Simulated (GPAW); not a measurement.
The Be K edge of atom 1 in Be (Beryllium, P6_3/mmc), with 6 Be at 2.23 Å and 6 Be at 2.29 Å (anticuboctahedral, as in hcp, site symmetry -6m2), was computed in 3 ways: excited-electron core hole (neutral cell), half core hole and no core hole. Program and functional: GPAW, revPBE, Gaussian full width 0.9 eV up to 4 eV, rising linearly to 3.5 eV at 25 eV; cells of 2 and 32 atoms (the run without a hole in the smaller).

Each run is counted from its own lowest empty level or Fermi level and scaled to a mean of 1 over its first 20 eV.

| E (eV) | run 1 | run 2 | run 3 |
| --- | --- | --- | --- |
| -2.0 | 0.00 | 0.00 | 0.00 |
| -1.5 | 0.00 | 0.00 | 0.00 |
| -1.0 | 0.00 | 0.00 | 0.00 |
| -0.5 | 0.04 | 0.02 | 0.02 |
| 0.0 | 0.25 | 0.13 | 0.10 |
| 0.5 | 0.74 | 0.27 | 0.25 |
| 1.0 | 1.21 | 0.35 | 0.51 |
| 1.5 | 1.16 | 0.58 | 0.85 |
| 2.0 | 0.94 | 0.73 | 0.88 |
| 2.5 | 0.93 | 0.66 | 0.73 |
| 3.0 | 0.91 | 0.52 | 0.71 |
| 3.5 | 0.86 | 0.53 | 0.71 |
| 4.0 | 0.99 | 0.58 | 0.66 |
| 4.5 | 1.07 | 0.57 | 0.71 |
| 5.0 | 1.18 | 0.56 | 0.78 |
| 5.5 | 1.36 | 0.57 | 0.86 |
| 6.0 | 1.33 | 0.75 | 1.03 |
| 6.5 | 1.19 | 0.90 | 1.10 |
| 7.0 | 1.19 | 0.86 | 1.03 |
| 7.5 | 1.29 | 0.79 | 1.00 |
| 8.0 | 1.33 | 0.81 | 1.07 |
| 8.5 | 1.32 | 0.89 | 1.14 |
| 9.0 | 1.30 | 0.97 | 1.17 |
| 9.5 | 1.27 | 1.01 | 1.19 |
| 10.0 | 1.23 | 1.00 | 1.20 |
| 10.5 | 1.19 | 0.99 | 1.18 |
| 11.0 | 1.21 | 0.99 | 1.16 |
| 11.5 | 1.28 | 0.98 | 1.15 |
| 12.0 | 1.41 | 0.98 | 1.21 |
| 12.5 | 1.51 | 1.03 | 1.34 |
| 13.0 | 1.52 | 1.17 | 1.54 |
| 13.5 | 1.43 | 1.40 | 1.72 |
| 14.0 | 1.28 | 1.66 | 1.82 |
| 14.5 | 1.12 | 1.90 | 1.81 |
| 15.0 | 0.95 | 2.08 | 1.70 |
| 15.5 | 0.78 | 2.15 | 1.53 |
| 16.0 | 0.63 | 2.07 | 1.31 |
| 16.5 | 0.51 | 1.87 | 1.08 |
| 17.0 | 0.42 | 1.61 | 0.87 |
| 17.5 | 0.37 | 1.35 | 0.71 |
| 18.0 | 0.33 | 1.11 | 0.59 |
| 18.5 | 0.30 | 0.91 | 0.50 |
| 19.0 | 0.28 | 0.75 | 0.43 |
| 19.5 | 0.27 | 0.61 | 0.38 |
| 20.0 | 0.29 | 0.53 | 0.35 |
| 20.5 | 0.32 | 0.50 | 0.35 |
| 21.0 | 0.36 | 0.50 | 0.38 |
| 21.5 | 0.39 | 0.54 | 0.41 |
| 22.0 | 0.41 | 0.57 | 0.45 |
| 22.5 | 0.42 | 0.60 | 0.47 |
| 23.0 | 0.40 | 0.60 | 0.48 |
| 23.5 | 0.38 | 0.58 | 0.46 |
| 24.0 | 0.35 | 0.55 | 0.44 |
| 24.5 | 0.34 | 0.51 | 0.40 |
| 25.0 | 0.33 | 0.47 | 0.38 |
| 25.5 | 0.33 | 0.44 | 0.36 |
| 26.0 | 0.35 | 0.42 | 0.36 |
| 26.5 | 0.37 | 0.42 | 0.37 |

**Question.** Which run is which?

Run 1: excited-electron core hole (neutral cell) (area from −2 to 6 eV 6.1, main maxima 1.2 eV (1.25), 5.7 eV (1.37), 8.1 eV (1.33) and 12.8 eV (1.53)). Run 2: no core hole (area from −2 to 6 eV 3.2, main maxima 2.1 eV (0.74), 6.6 eV (0.91), 15.5 eV (2.15) and 22.8 eV (0.60)). Run 3: half core hole (area from −2 to 6 eV 4.1, main maxima 1.8 eV (0.92), 6.4 eV (1.10), 9.9 eV (1.20) and 14.2 eV (1.83)). With each curve scaled to its own mean, the area from −2 to 6 eV with the hole is 6.1 against 3.2, and the centre of weight from −1 to 20 eV moves by -2.9 eV: the hole pulls the absorber's empty states down.

[Hosts, paths, dates, database ids (printed as entryN), source tags and the programs' standing remarks are cut or masked in the printed files.]

[Lists of maxima count a maximum above −3 eV only where it reaches 4 % of the highest in the window and stands out from its surroundings by 2 % of it (1.5 % where it reaches 55 %); shoulders and weaker maxima are passed over, and of the rest the first, up to two pre-edge ones and the few strongest are named.]
